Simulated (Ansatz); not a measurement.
**1T-PdSTe monolayer in a perpendicular field**

Wanted: the out-of-plane response of the 1T-PdSTe monolayer. A positive field points along +c.

Calculated with Ansatz 0.2.0; plane-wave DFT, PBE-D3(BJ), Ansatz PAW.

This is a report of a sequence of runs, with most program output left out.

## 1. Set-up

The cell holds 3 atoms: 1 Te, 1 Pd and 1 S. Cell: a = 3.790 Å, b = 3.790 Å, c = 35.791 Å, α = 90.0°, β = 90.0°, γ = 120.0°. Vacuum lies along c.

## 2. Relaxing the slab

The starting cell is a guess, so the in-plane lattice and the atoms are relaxed first, with the slab cut off from its images along the normal.

input.yaml reads:

```yaml
crystal:
  lattice:
    - [3.79, 0.0, 0.0]
    - [-1.895, 3.2822362803, 0.0]
    - [0.0, 0.0, 35.7910125278]
  atoms:
    - { symbol: Te, position: [0.6666666667, 0.3333333333, 0.4665975847] }
    - { symbol: Pd, position: [0.0, 0.0, 0.5084121418] }
    - { symbol: S, position: [0.3333333333, 0.6666666667, 0.5334024153] }
  periodic: [true, true, false]
kpoints:
  mp_grid: { grid: [12, 12, 1] }
hamiltonian:
  xc: pbe
  dispersion: d3bj
scf:
  occupations: { method: fermi_dirac, width: 0.05 }
  convergence: { dr2_threshold: 1.0e-09 }
relax:
  f_tol: 0.004
  max_steps: 90
  cell: {}
output:
  write_potential: true
  write_density: true
  volumetric_format: npy
```

On the command line:

```console
> ansatz run input.yaml --threads 2 --pin off --max-ram 3072MiB --backend cpu --events-out ev --progress --plain --runs-dir out
```

Elapsed: 2.6 min, on 2 threads of Intel Xeon at 2.50GHz (Skylake/Cascade Lake), shared host; peak memory 0.73 GiB; 5.1 min of CPU time.

Step by step:

```
step  energy less that of the first step (eV)  largest force component (eV/Å)  volume (Å³)
   1                                   0.0000                          1.9018       445.23
   2                                  -0.2652                          0.3633       437.84
   3                                  -0.2667                          0.4372       434.05
   4                                  -0.2754                          0.0180       435.16
   5                                  -0.2754                          0.0124       434.93
   6                                  -0.2755                          0.0020       434.23
  7*                                  -0.2751                          0.0019       434.23
```

Relaxation steps marked * repeat the geometry before them on a plane-wave basis chosen anew for their cell, so energy and pressure can jump there.

Forces are held to the 6 operations that the run works with; a distortion that breaks them can't arise in this run.

```
cell as run  before  after  change
      a (Å)   3.790  3.743  -1.2 %
      b (Å)   3.790  3.743  -1.2 %
```

The atoms that moved most (Å, along periodic axes as changes of fractional coordinates times the final cell, across vacuum about the mean position):

```
atom     dx     dy      dz  length
  S3  0.000  0.000   0.192   0.192
 Pd2  0.000  0.000  -0.104   0.104
 Te1  0.000  0.000  -0.089   0.089
```

The relaxed structure:

```xyz
3
Lattice="3.7429 0.0000 0.0000 -1.8715 3.2415 0.0000 0.0000 0.0000 35.7910" Properties=species:S:1:pos:R:3
Te    1.8715    1.0805   16.6113
Pd    0.0000    0.0000   18.0930
S     0.0000    2.1610   19.2833
```

This step gave:

```
energy at zero smearing : -14856.1891 eV
```

The lattice constant a goes from 3.790 to 3.743 Å.

## 3. Atoms held, field 0, start network

A sawtooth potential applies the field, turning back in the middle of the vacuum. With the dipole correction the typed value is the field outside the slab. The induced dipole is small, so the SCF threshold is tight.

The cell differs from the one that the last finished run ended in (c 35.791 → 20.672 Å).

input.yaml reads:

```yaml
crystal:
  lattice:
    - [3.7429077497, 0.0, 0.0]
    - [-1.8714538748, 3.2414531953, 0.0]
    - [0.0, 0.0, 20.6719542327]
  atoms:
    - { symbol: Te, position: [0.6666666667, 0.3333333333, 0.4353724809] }
    - { symbol: Pd, position: [0.0, 0.0, 0.507048668] }
    - { symbol: S, position: [0.3333333333, 0.6666666667, 0.5646275191] }
kpoints:
  mp_grid: { grid: [12, 12, 1] }
  band_path:
    path: [[0, 0, 0], [0.5, 0, 0], [0.33333333, 0.33333333, 0], [0, 0, 0]]
    npoints: 16
hamiltonian:
  xc: pbe
  dispersion: d3bj
scf:
  occupations: { method: fermi_dirac, width: 0.02585 }
  convergence: { dr2_threshold: 1.0e-10 }
efield:
  axis: 3
  dipole_correction: true
  ramp_position: 0.97
  ramp_width: 0.06
  amplitude: 0
output:
  dos: { projected: true, e_range: [-6, 5] }
  write_potential: true
  write_density: true
  volumetric_format: npy
  elf: true
```

The job ended after 25 s (2 threads; peak memory 0.55 GiB; 47 s of CPU time).

This step gave:

```
dipole along the normal            : -0.1009 e·Å
gap along the path                 : 0.2952 eV
smallest direct gap along the path : 0.8876 eV
step between the vacuum levels     : 1.505 eV
ionisation energy, upper face      : 6.067 eV
electron affinity, upper face      : 5.772 eV
ionisation energy, lower face      : 4.562 eV
gap, the smaller of path and mesh  : 0.2952 eV
```

Running mean over a fixed 2.7 Å (it still follows the layers) of the planar mean; the ramp of the sawtooth is left out. The electron's electrostatic potential energy less the Fermi level by z:

```
z (Å)  electron's electrostatic potential energy less the Fermi level (eV)
  3.0                                                                 4.41
  3.5                                                                 4.41
  4.0                                                                 4.41
  4.5                                                                 4.41
  5.0                                                                 4.41
  5.5                                                                 4.39
  6.0                                                                 4.32
  6.5                                                                 4.06
  7.0                                                                 3.12
  7.5                                                                 1.95
  8.0                                                                 1.00
  8.5                                                               -0.759
  9.0                                                                -2.95
  9.5                                                                -4.89
 10.0                                                                -5.75
 10.5                                                                -6.57
 11.0                                                                -6.28
 11.5                                                                -4.30
 12.0                                                                -1.59
 12.5                                                                0.958
 13.0                                                                 3.13
 13.5                                                                 4.89
 14.0                                                                 5.69
 14.5                                                                 5.87
 15.0                                                                 5.91
 15.5                                                                 5.92
 16.0                                                                 5.92
 16.5                                                                 5.92
 17.0                                                                 5.92
 17.5                                                                 5.92
```

The density of states has structure finer than the step of the table below, so its rows give means over 0.25 eV, whole bins alone (the curve runs from -6 to 2.13 eV). Peaks (eV: height): -5.310: 15.6, -4.980: 13.2, -4.100: 7.60, -3.710: 14.3, -3.630: 7.26, -2.030: 7.26, 1.310: 8.08.

The density of states by energy, zero at the Fermi level of the run, which the smearing sets inside the gap; means over each step:

```
energy (eV)  density of states (states/eV a cell)
      -5.75                                  1.38
      -5.50                                  2.43
      -5.25                                  4.30
      -5.00                                  6.34
      -4.75                                  3.65
      -4.50                                  4.26
      -4.25                                 0.856
      -4.00                                  5.20
      -3.75                                  5.65
      -3.50                                  3.98
      -3.25                                  1.65
      -3.00                                  2.07
      -2.75                                  4.41
      -2.50                                  3.37
      -2.25                                  1.87
      -2.00                                  3.53
      -1.75                                  1.78
      -1.50                                  3.08
      -1.25                                  2.93
      -1.00                                  2.26
      -0.75                                  1.83
      -0.50                                  2.09
      -0.25                                  1.23
       0.00                                8.9e-4
       0.25                                 0.911
       0.50                                  2.27
       0.75                                  2.57
       1.00                                  1.66
       1.25                                  3.83
       1.50                                  2.98
       1.75                                 0.992
       2.00                                 0.363
```

Projected DOS per atom over height of the atomic layer and energy from the Fermi level. Layers: Te Pd S from below.

Ten even steps from '_' (0.07 states/eV) to '@' (3.83 states/eV), each cell a mean:
```
______
::__..
==::::
..__..
::..::
______
____::
..__::
..__::
::..--
......
--::::
::--..
..**..
__::__
__@@..
..**--
..::__
::++..
..@@--
--==..
..____
```
Columns: height of the atomic layer (Å) from 9 to 11.7 (not evenly spaced); rows upwards: energy from the Fermi level (eV) from -5.96 to 2.14.

Electronic bands along the path, in eV, zero at the Fermi level of the run, which the smearing sets inside the gap:

```
  point  band 17  band 18  band 19  band 20  band 21  band 22  band 23  band 24
      Γ    -2.11    -0.77    -0.15    -0.15     2.08     2.08     3.76     4.88
halfway    -2.57    -1.47    -0.78    -0.63     0.42     1.66     4.65     5.40
      M    -3.10    -2.55    -1.99    -1.63     1.24     1.65     4.27     5.45
halfway    -3.09    -2.78    -2.00    -1.42     0.61     1.34     5.00     6.70
      K    -3.34    -2.40    -1.99    -1.64     0.15     1.28     5.47     6.59
halfway    -2.69    -1.60    -1.43    -0.45     0.70     0.97     4.92     6.16
      Γ    -2.11    -0.77    -0.15    -0.15     2.08     2.08     3.76     4.88
```

Electrostatic potential energy in the ca plane at fractional y = 0.000, with atoms of Pd within 0.2 Å of it. With pseudopotentials it is smooth inside the atoms' cores, unlike the true potential.

Values in eV, 6 rows by 16 columns, each cell a mean:
```
  4   4   4   4   4   4   3  -1 -26 -23   2   4   5   5   5   4
  4   4   4   4   4   3   1  -2  -7  -5   2   4   5   5   5   4
  4   4   4   4   4   3  -1  -9  -1   0   0   4   5   5   5   4
  4   4   4   4   4   3   0  -7  -1   0   1   4   5   5   5   4
  4   4   4   4   4   3   2  -1 -14 -11   2   4   5   5   5   4
  4   4   4   4   4   4   3  -1 -28 -25   2   4   5   5   5   4
```
Columns run along c (16.0 Å, from fractional 0.08 to 0.86 of the cell; values clipped at the 3rd and 97th percentile), rows up along a (3.7 Å). Atoms in or near the plane, at fractional coordinates: Pd at (0.51, 0.00).

Valence density in the ca plane at fractional y = 0.000, with atoms of Pd within 0.2 Å of it. It is the smooth field of the valence electrons, not physical close to the nuclei.

Ten steps, logarithmic in the rise over the least value, from '0' (0 e/Å³) to '9' (13 e/Å³), each cell a mean:
```
00000000000000001248998420000000000000000000
00000000000000011235775311000000000000000000
00000000000000112223333221000000000000000000
00000000000000122222222221100000000000000000
00000000000001123322112222100000000000000000
00000000000001122222112222100000000000000000
00000000000000122222222221100000000000000000
00000000000000011234554211000000000000000000
00000000000000001247887410000000000000000000
00000000000000001258998520000000000000000000
```
Columns run along c (16.0 Å, from fractional 0.15 to 0.92 of the cell), rows up along a (3.7 Å). Atoms in or near the plane, at fractional coordinates: Pd at (0.51, 0.00).

ELF in the ca plane at fractional y = 0.000, with atoms of Pd within 0.2 Å of it. It is the smooth field of the valence electrons, not physical close to the nuclei.

Ten even steps from '0' (0.00) to '9' (0.70), each cell a mean:
```
00000000000000000011236757632100000000000000
00000000000000000123434676322100000000000000
00000000000000013567764333355431000000000000
00000000000000136898776323688864100000000000
00000000000001258998766324799985210000000000
00000000000000247998776323799975210000000000
00000000000000124788775323477642100000000000
00000000000000001345553454333210000000000000
00000000000000000012335777532100000000000000
00000000000000000001237746742000000000000000
```
Columns run along c (16.0 Å, from fractional 0.08 to 0.86 of the cell), rows up along a (3.7 Å). Atoms in or near the plane, at fractional coordinates: Pd at (0.51, 0.00).

The gap is 0.30 eV, with the valence edge 6.07 eV and the conduction edge 5.77 eV under the upper vacuum level. Spin-orbit coupling, left out in this run, matters for the bands of elements this heavy.

## 4. Single point, field 0.1 V/Å

input.yaml, as its differences from that of step 3:

```diff
@@ -23,7 +23,6 @@
   dipole_correction: true
-  ramp_position: 0.97
-  ramp_width: 0.06
-  amplitude: 0
+  ramp_position: 0.9274
+  ramp_width: 0.1451
+  amplitude: 0.1
 output:
-  dos: { projected: true, e_range: [-6, 5] }
   write_potential: true
@@ -31,2 +30 @@
   volumetric_format: npy
-  elf: true
```

The job ended after 26 s (2 threads; peak memory 0.52 GiB; 50 s of CPU time).

The dipole is -0.0668 e·Å, 0.0341 e·Å from its value without field, and the gap 0.293 eV.

## 5. Atoms held, field -0.1 V/Å

input.yaml, as its differences from that of step 4:

```diff
@@ -25,3 +25,3 @@
   ramp_width: 0.1451
-  amplitude: 0.1
+  amplitude: -0.1
 output:
```

It took 27 s on 2 threads; peak memory 0.52 GiB; 52 s of CPU time.

The dipole is -0.135 e·Å, -0.0341 e·Å from its value without field, and the gap 0.298 eV.

## 6. Response, atoms held

This step: plane-wave DFT, PBE-D3(BJ), Ansatz PAW; response to a field along the normal, atoms held (Ansatz 0.2.0).

The dipoles give the slope, and the difference of two potentials shows where the field is screened.

This step gave:

* equivalent conductor thickness p/(ε₀AE): 5.088 Å
* distance between the outer atoms: 2.672 Å

Table of dipole of the cell by applied field:

```
applied field (V/Å)  dipole of the cell (e·Å)
            -0.1000                    -0.135
             0.0000                    -0.101
             0.1000                   -0.0668
```

Local field over the applied field, running mean. From the potentials at -0.1 and 0.1 V/Å; running mean over 2.5 Å. Table of local field over applied field by z:

```
z (Å)  local field over applied field
 4.02                           0.998
 4.31                           0.997
 4.74                           0.993
 5.02                           0.987
 5.46                           0.972
 5.74                           0.953
 6.03                           0.924
 6.46                           0.852
 6.75                           0.781
 7.03                           0.694
 7.46                           0.548
 7.75                           0.448
 8.18                           0.302
 8.47                           0.213
 8.76                           0.137
 9.19                          0.0569
 9.47                          0.0279
 9.76                          0.0125
10.19                         0.00506
10.48                          0.0114
10.91                          0.0388
11.20                          0.0756
11.48                           0.132
11.92                           0.251
12.20                           0.344
12.49                           0.445
12.92                           0.598
13.21                           0.696
13.64                           0.825
13.92                           0.889
14.21                           0.933
14.64                           0.971
14.93                           0.984
15.22                           0.991
15.65                           0.996
15.93                           0.998
16.37                           0.999
16.65                           1.000
```

Electrons, planar mean, per unit field. The induced electron density by z:

z (Å), induced electron density (e/Å³ per V/Å) and a bar from the least value:
```
     4.02    0.00001 ###############
     4.45    0.00002 ###############
     4.88    0.00005 ################
     5.31    0.00011 ################
     5.74    0.00023 ################
     6.17    0.00049 ##################
     6.60    0.00100 ####################
     7.03    0.00189 ########################
     7.46    0.00297 #############################
     7.90    0.00316 ##############################
     8.33    0.00152 ######################
     8.76    0.00089 ###################
     9.19    0.00046 #################
     9.62    0.00033 #################
    10.05   -0.00007 ###############
    10.62   -0.00046 #############
    11.05   -0.00026 ##############
    11.48   -0.00085 ###########
    11.92   -0.00136 #########
    12.35   -0.00317 #
    12.78   -0.00329 
    13.21   -0.00201 ######
    13.64   -0.00097 ###########
    14.07   -0.00043 #############
    14.50   -0.00018 ##############
    14.93   -0.00007 ###############
    15.36   -0.00003 ###############
    15.79   -0.00001 ###############
    16.22    0.00000 ###############
    16.65    0.00000 ###############
```

The smaller of the gaps on the path and on the k-mesh, counted as 0 under 0.03 eV. Gap against applied field:

```
applied field (V/Å)  gap (eV)
            -0.1000     0.298
             0.0000     0.295
             0.1000     0.293
```

By hand: between -0.1 and 0.1 V/Å the dipole changes by 0.06823 e·Å, a slope of 0.3411 e·Å²/V. A perfect conductor of thickness t has p = ε₀AEt, so t = 180.95 × 0.3411 / 12.132 = 5.09 Å (e/ε₀ = 180.95 V·Å, A in Å²).

The induced dipole is that of a conductor 5.09 Å thick.

## 7. What came out

```yaml
gap_without_field: 0.295 eV
ionisation_energy_upper_face: 6.07 eV
electron_affinity_upper_face: 5.77 eV
step_between_the_vacuum_levels: 1.51 eV
equivalent_conductor_thickness_atoms_held: 5.09 Å
```

**Reading.** The induced dipole equals that of a perfect conductor 5.09 Å thick, while the outer atoms lie 2.67 Å apart; an out-of-plane ε follows only once a thickness t is chosen, by 1 − 1/ε = 5.09 Å / t. The two faces differ: the vacuum level above lies 1.51 eV higher than the one below. The gap stays within 0.01 eV of 0.30 eV over the fields run, up to 0.1 V/Å in size. Semilocal functionals give gaps that are too small, and excitons are not included. Spin-orbit coupling is left out, which matters for the bands of elements this heavy.

[Logs are printed without paths, hosts, clocks, repeated set-up lines and the standing remarks that a program may print on its own settings, such as how far it seeks lower states.]

[Hosts, paths, dates, database ids (printed as entryN), source tags and the programs' standing remarks are cut or masked in the printed files.]

[Maps of the electrostatic potential energy from Ansatz leave out the sawtooth potential of an applied field or a dipole correction, so their vacuum need not be flat; planar profiles and work functions include it.]

[The density of states shown here was stored with 400 of the rows of the run's finer table, so its peaks can read low, often by over a quarter, or be missed, and its means over a window can be off by a tenth or more.]
